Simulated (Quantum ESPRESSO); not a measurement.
# NaLiMnS2: parallel moments in the primitive cell

Wanted: the size of the moments of NaLiMnS2 in the parallel state.

Method: PBEsol with U = 2.4 eV on Mn d (ortho-atomic projectors); plane waves with GBRV 1.5 PBEsol potentials, no spin-orbit coupling, in Quantum ESPRESSO 7.5.

## (1) Set-up

Symmetry: P3m1, No. 156, trigonal system. Conventional cell: a = 3.773 Å, b = 3.773 Å, c = 6.701 Å, α = 90.00°, β = 90.00°, γ = 120.00°. Nearest to Na lie 6 S at 2.82 to 2.98 Å. Nearest to Li lie 4 S at 2.24 to 2.36 Å. Nearest to Mn lie 4 S at 2.25 to 2.31 Å. S has 3 Mn at 2.25 Å and 1 Li at 2.36 Å and 3 Na at 2.98 Å nearest. Nearest to S lie 3 Li at 2.24 Å and 1 Mn at 2.31 Å and 3 Na at 2.82 Å. Farther neighbours and most contacts between anions are not listed.

The cell comes from Materials Project 2023-11-01, a database of computed structures, and need not be the stable phase.

## (2) Start 1: ferro +

The signs are those of the starting moments on the seeded atoms, the atoms that are given a moment.

pw.in reads:

```
&CONTROL
  calculation = 'scf'
  prefix = 'pwscf'
  outdir = './tmp'
  pseudo_dir = './pseudo'
  disk_io = 'nowf'
/
&SYSTEM
  ibrav = 0
  nat = 5
  ntyp = 4
  ecutwfc = 40
  ecutrho = 280
  nbnd = 31
  occupations = 'smearing'
  smearing = 'fd'
  degauss = 0.00999582
  nspin = 2
  starting_magnetization(1) = 0
  starting_magnetization(2) = 0
  starting_magnetization(3) = 0.3
  starting_magnetization(4) = 0
/
&ELECTRONS
  conv_thr = 1d-08
  electron_maxstep = 150
  mixing_beta = 0.3
/
ATOMIC_SPECIES
Na     22.9898 na_pbesol_v1.5.uspp.F.UPF
Li      6.9400 li_pbesol_v1.4.uspp.F.UPF
Mn     54.9380 mn_pbesol_v1.5.uspp.F.UPF
S      32.0600 s_pbesol_v1.4.uspp.F.UPF
CELL_PARAMETERS angstrom
   3.7728142011    0.0000000000    0.0000000000
  -1.8864071006    3.2673529419    0.0000000000
   0.0000000000    0.0000000000    6.7007200000
ATOMIC_POSITIONS crystal
Na      0.0000000000    0.0000000000    0.9838810000
Li      0.3333333300    0.6666666700    0.6390790000
Mn      0.6666666700    0.3333333300    0.3726910000
S       0.3333333300    0.6666666700    0.2866310000
S       0.6666666700    0.3333333300    0.7177170000
K_POINTS automatic
6 6 6 0 0 0
HUBBARD {ortho-atomic}
U Mn-3d 2.4000
```

Launch:

```console
$ OMP_NUM_THREADS=1 mpirun -n 2 pw.x -nk 2 -in pw.in > pw.out
```

The program printed:

```text
Program PWSCF v.7.5 starts

     Message from routine setup:
     using ibrav=0 with symmetry is DISCOURAGED, use correct ibrav instead

     K-points division:     npool     =       2
     Subspace diagonalization in iterative solution of the eigenvalue problem:

     G-vector sticks info
     --------------------
     sticks:   dense  smooth     PW     G-vecs:    dense   smooth      PW
     Sum         967     559    163                43969    19101    3143

     Using Slab Decomposition

     bravais-lattice index     =            0
     lattice parameter (alat)  =       7.1296  a.u.
     unit-cell volume          =     557.4161 (a.u.)^3
     number of atoms/cell      =            5
     number of atomic types    =            4
     number of electrons       =        39.00
     number of Kohn-Sham states=           31
     kinetic-energy cutoff     =      40.0000  Ry
     charge density cutoff     =     280.0000  Ry
     scf convergence threshold =      1.0E-08
     mixing beta               =       0.3000
     number of iterations used =            8  plain     mixing
     Exchange-correlation= SLA  PW   PSX  PSC
                           (   1   4  10   8   0   0   0)
     Hubbard projectors: ortho-atomic
     Hubbard parameters of DFT+U (Dudarev formulation) in eV:
     U(Mn-3d) =  2.4000

     Internal variables: lda_plus_u =T, lda_plus_u_kind = 0

     Internal variables: orbital_resolved =F, hub_pot_fix =F, apply_U = F

     celldm(1)=   7.129586  celldm(2)=   0.000000  celldm(3)=   0.000000
     celldm(4)=   0.000000  celldm(5)=   0.000000  celldm(6)=   0.000000

     crystal axes: (cart. coord. in units of alat)
               a(1) = (   1.000000   0.000000   0.000000 )
               a(2) = (  -0.500000   0.866025   0.000000 )
               a(3) = (   0.000000   0.000000   1.776054 )

     reciprocal axes: (cart. coord. in units 2 pi/alat)
               b(1) = (  1.000000  0.577350 -0.000000 )
               b(2) = (  0.000000  1.154701  0.000000 )
               b(3) = (  0.000000 -0.000000  0.563046 )

     PseudoPot. # 1 for Na read from file:
     na_pbesol_v1.5.uspp.F.UPF
     Pseudo is Ultrasoft, Zval =  9.0
     Generated by new atomic code, or converted to UPF format
     Using radial grid of  819 points,  5 beta functions with:
                l(1) =   0
                l(2) =   0
                l(3) =   1
                l(4) =   1
                l(5) =   2
     Q(r) pseudized with  8 coefficients,  rinner =    1.250   1.250   1.250
                                                       1.250   1.250

     PseudoPot. # 2 for Li read from file:
     li_pbesol_v1.4.uspp.F.UPF
     Pseudo is Ultrasoft, Zval =  3.0
     Generated by new atomic code, or converted to UPF format
     Using radial grid of  751 points,  5 beta functions with:
                l(1) =   0
                l(2) =   0
                l(3) =   0
                l(4) =   1
                l(5) =   1
     Q(r) pseudized with 10 coefficients,  rinner =    1.150   1.150   1.150

     PseudoPot. # 3 for Mn read from file:
     mn_pbesol_v1.5.uspp.F.UPF
     Pseudo is Ultrasoft + core correction, Zval = 15.0
     Generated by new atomic code, or converted to UPF format
     Using radial grid of  859 points,  6 beta functions with:
                l(1) =   0
                l(2) =   0
                l(3) =   1
                l(4) =   1
                l(5) =   2
                l(6) =   2
     Q(r) pseudized with  8 coefficients,  rinner =    0.950   0.950   0.950
                                                       0.950   0.950

     PseudoPot. # 4 for S  read from file:
     s_pbesol_v1.4.uspp.F.UPF
     Pseudo is Ultrasoft + core correction, Zval =  6.0
     Generated by new atomic code, or converted to UPF format
     Using radial grid of  907 points,  6 beta functions with:
                l(1) =   0
                l(2) =   0
                l(3) =   1
                l(4) =   1
                l(5) =   2
                l(6) =   2
     Q(r) pseudized with  8 coefficients,  rinner =    1.300   1.300   1.300
                                                       1.300   1.300

     atomic species   valence    mass     pseudopotential
     Na                9.00    22.98980     Na( 1.00)
     Li                3.00     6.94000     Li( 1.00)
     Mn               15.00    54.93800     Mn( 1.00)
     S                 6.00    32.06000     S ( 1.00)

     Starting magnetic structure
     atomic species   magnetization
     Na              0.000
     Li              0.000
     Mn              0.300
     S               0.000

      6 Sym. Ops. (no inversion) found

   Cartesian axes

     site n.     atom                  positions (alat units)
         1        Na     tau(   1) = (   0.0000000   0.0000000   1.7474253  )
         2        Li     tau(   2) = (  -0.0000000   0.5773503   1.1350385  )
         3        Mn     tau(   3) = (   0.5000000   0.2886751   0.6619192  )
         4        S      tau(   4) = (  -0.0000000   0.5773503   0.5090720  )
         5        S      tau(   5) = (   0.5000000   0.2886751   1.2747038  )

     number of k points=    34  Fermi-Dirac smearing, width (Ry)=  0.0100
                       cart. coord. in units 2pi/alat
        k(    1) = (   0.0000000   0.0000000   0.0000000), wk =   0.0046296
        k(    2) = (   0.0000000   0.0000000   0.0938410), wk =   0.0092593
        k(    3) = (   0.0000000   0.0000000   0.1876820), wk =   0.0092593
        k(    4) = (   0.0000000   0.0000000  -0.2815230), wk =   0.0046296
        k(    5) = (   0.0000000   0.1924501   0.0000000), wk =   0.0277778
        [... 29 further k-points ...]

     Dense  grid:    43969 G-vectors     FFT dimensions: (  40,  40,  72)

     Smooth grid:    19101 G-vectors     FFT dimensions: (  30,  30,  54)

     Check: negative core charge=   -0.000021
     Generating pointlists ...
     new r_m :   0.3078 (alat units)  2.1945 (a.u.) for type    1
     new r_m :   0.2450 (alat units)  1.7469 (a.u.) for type    2
     new r_m :   0.2464 (alat units)  1.7565 (a.u.) for type    3
     new r_m :   0.2450 (alat units)  1.7469 (a.u.) for type    4

     Initial potential from superposition of free atoms

     starting charge      38.0426, renormalised to      39.0000

     STARTING HUBBARD OCCUPATIONS:

     =================== HUBBARD OCCUPATIONS ===================
     ------------------------ ATOM    3 ------------------------
     Tr[ns(  3)] (up, down, total) =   5.00000  0.00000  5.00000
     Atomic magnetic moment for atom   3 =   5.00000
     [... lines left out ...]
     Number of occupied Hubbard levels =    5.0000

     Atomic wfc used for Hubbard projectors are orthogonalized

     Starting wfcs are   31 randomized atomic wfcs

     Self-consistent Calculation

     iteration #  1     ecut=    40.00 Ry     beta= 0.30
     Davidson diagonalization with overlap
     ethr =  1.00E-02,  avg # of iterations =  6.1

     =================== HUBBARD OCCUPATIONS ===================
     ------------------------ ATOM    3 ------------------------
     Tr[ns(  3)] (up, down, total) =   4.57383  0.30500  4.87883
     Atomic magnetic moment for atom   3 =   4.26884
     [... lines left out ...]
     Number of occupied Hubbard levels =    4.8788

     total energy              =    -368.66120407 Ry
     estimated scf accuracy    <       1.27346763 Ry

     total magnetization       =     4.76 Bohr mag/cell
     absolute magnetization    =     4.79 Bohr mag/cell

     iteration #  2     ecut=    40.00 Ry     beta= 0.30
     Davidson diagonalization with overlap
     ethr =  3.27E-03,  avg # of iterations =  2.1

     total energy              =    -368.87272769 Ry
     estimated scf accuracy    <       0.09838223 Ry

     total magnetization       =     4.94 Bohr mag/cell
     absolute magnetization    =     4.95 Bohr mag/cell

     iteration #  3     ecut=    40.00 Ry     beta= 0.30
     Davidson diagonalization with overlap
     ethr =  2.52E-04,  avg # of iterations =  6.3

     total energy              =    -368.88516582 Ry
     estimated scf accuracy    <       0.02408394 Ry

     total magnetization       =     4.96 Bohr mag/cell
     absolute magnetization    =     4.97 Bohr mag/cell

     [... further iterations left out ...]

     iteration #  8     ecut=    40.00 Ry     beta= 0.30
     Davidson diagonalization with overlap
     ethr =  2.70E-08,  avg # of iterations =  3.8

     total energy              =    -368.88830507 Ry
     estimated scf accuracy    <       0.00000426 Ry

     total magnetization       =     4.97 Bohr mag/cell
     absolute magnetization    =     4.99 Bohr mag/cell

     iteration #  9     ecut=    40.00 Ry     beta= 0.30
     Davidson diagonalization with overlap
     ethr =  1.09E-08,  avg # of iterations =  2.0

     total energy              =    -368.88830641 Ry
     estimated scf accuracy    <       0.00000032 Ry

     total magnetization       =     4.97 Bohr mag/cell
     absolute magnetization    =     4.99 Bohr mag/cell

     iteration # 10     ecut=    40.00 Ry     beta= 0.30
     Davidson diagonalization with overlap
     ethr =  8.30E-10,  avg # of iterations =  2.5

     total energy              =    -368.88830663 Ry
     estimated scf accuracy    <       0.00000006 Ry

     total magnetization       =     4.97 Bohr mag/cell
     absolute magnetization    =     4.99 Bohr mag/cell

     iteration # 11     ecut=    40.00 Ry     beta= 0.30
     Davidson diagonalization with overlap
     ethr =  1.61E-10,  avg # of iterations =  2.6

     Magnetic moment per site  (integrated on atomic sphere of radius R)
     atom   1 (R=0.308)  charge=  8.1792  magn=  0.0177
     atom   2 (R=0.245)  charge=  2.3726  magn=  0.0035
     atom   3 (R=0.246)  charge= 12.7339  magn=  3.9376
     atom   4 (R=0.245)  charge=  3.7659  magn=  0.1019
     atom   5 (R=0.245)  charge=  3.7074  magn=  0.0721

     End of self-consistent calculation

     =================== HUBBARD OCCUPATIONS ===================
     ------------------------ ATOM    3 ------------------------
     Tr[ns(  3)] (up, down, total) =   4.88306  0.52301  5.40606
     Atomic magnetic moment for atom   3 =   4.36005
     [... lines left out ...]
     Number of occupied Hubbard levels =    5.4061

     [... lines left out ...]
     the Fermi energy is     7.4331 ev

!    total energy              =    -368.88830670 Ry
     estimated scf accuracy    <          6.9E-09 Ry
     smearing contrib. (-TS)   =      -0.00120949 Ry
     internal energy E=F+TS    =    -368.88709720 Ry

     The total energy is F=E-TS. E is the sum of the following terms:
     one-electron contribution =    -249.55134614 Ry
     hartree contribution      =     135.57562792 Ry
     xc contribution           =     -61.05248984 Ry
     ewald contribution        =    -193.90975928 Ry
     Hubbard energy            =       0.05087013 Ry

     total magnetization       =     4.97 Bohr mag/cell
     absolute magnetization    =     4.99 Bohr mag/cell

     convergence has been achieved in  11 iterations

=------------------------------------------------------------------------------=
   JOB DONE.
=------------------------------------------------------------------------------=
```

Elapsed: 1.8 min, on 2 MPI ranks of Arm Neoverse N1, shared host; peak memory 0.44 GiB.

Spin moment in the atom's sphere by atom:

| atom | spin moment in the atom's sphere (μB) |
| --- | --- |
| Na1 | 0.02 |
| Li2 | 0.00 |
| Mn3 | 3.94 |
| S4 | 0.10 |
| S5 | 0.07 |

Read from the output:

```
smearing term TS       : 0.01646 eV
magnetization          : 4.966 μB
absolute magnetization : 4.987 μB
final state            : ferromagnetic
```

[end of part 1 of 2]

[Logs and program files are shortened in this print: banners, set-up blocks, solver, clock and traceback lines can be left out without a mark of their own.]

[Logs are printed without paths, hosts, clocks, repeated set-up lines and the standing remarks that a program may print on its own settings, such as how far it seeks lower states.]

[Hosts, paths, dates, database ids (printed as entryN), source tags and the programs' standing remarks are cut or masked in the printed files.]

[Where a cell is said to come from a database of computed structures, the database is the Materials Project.]
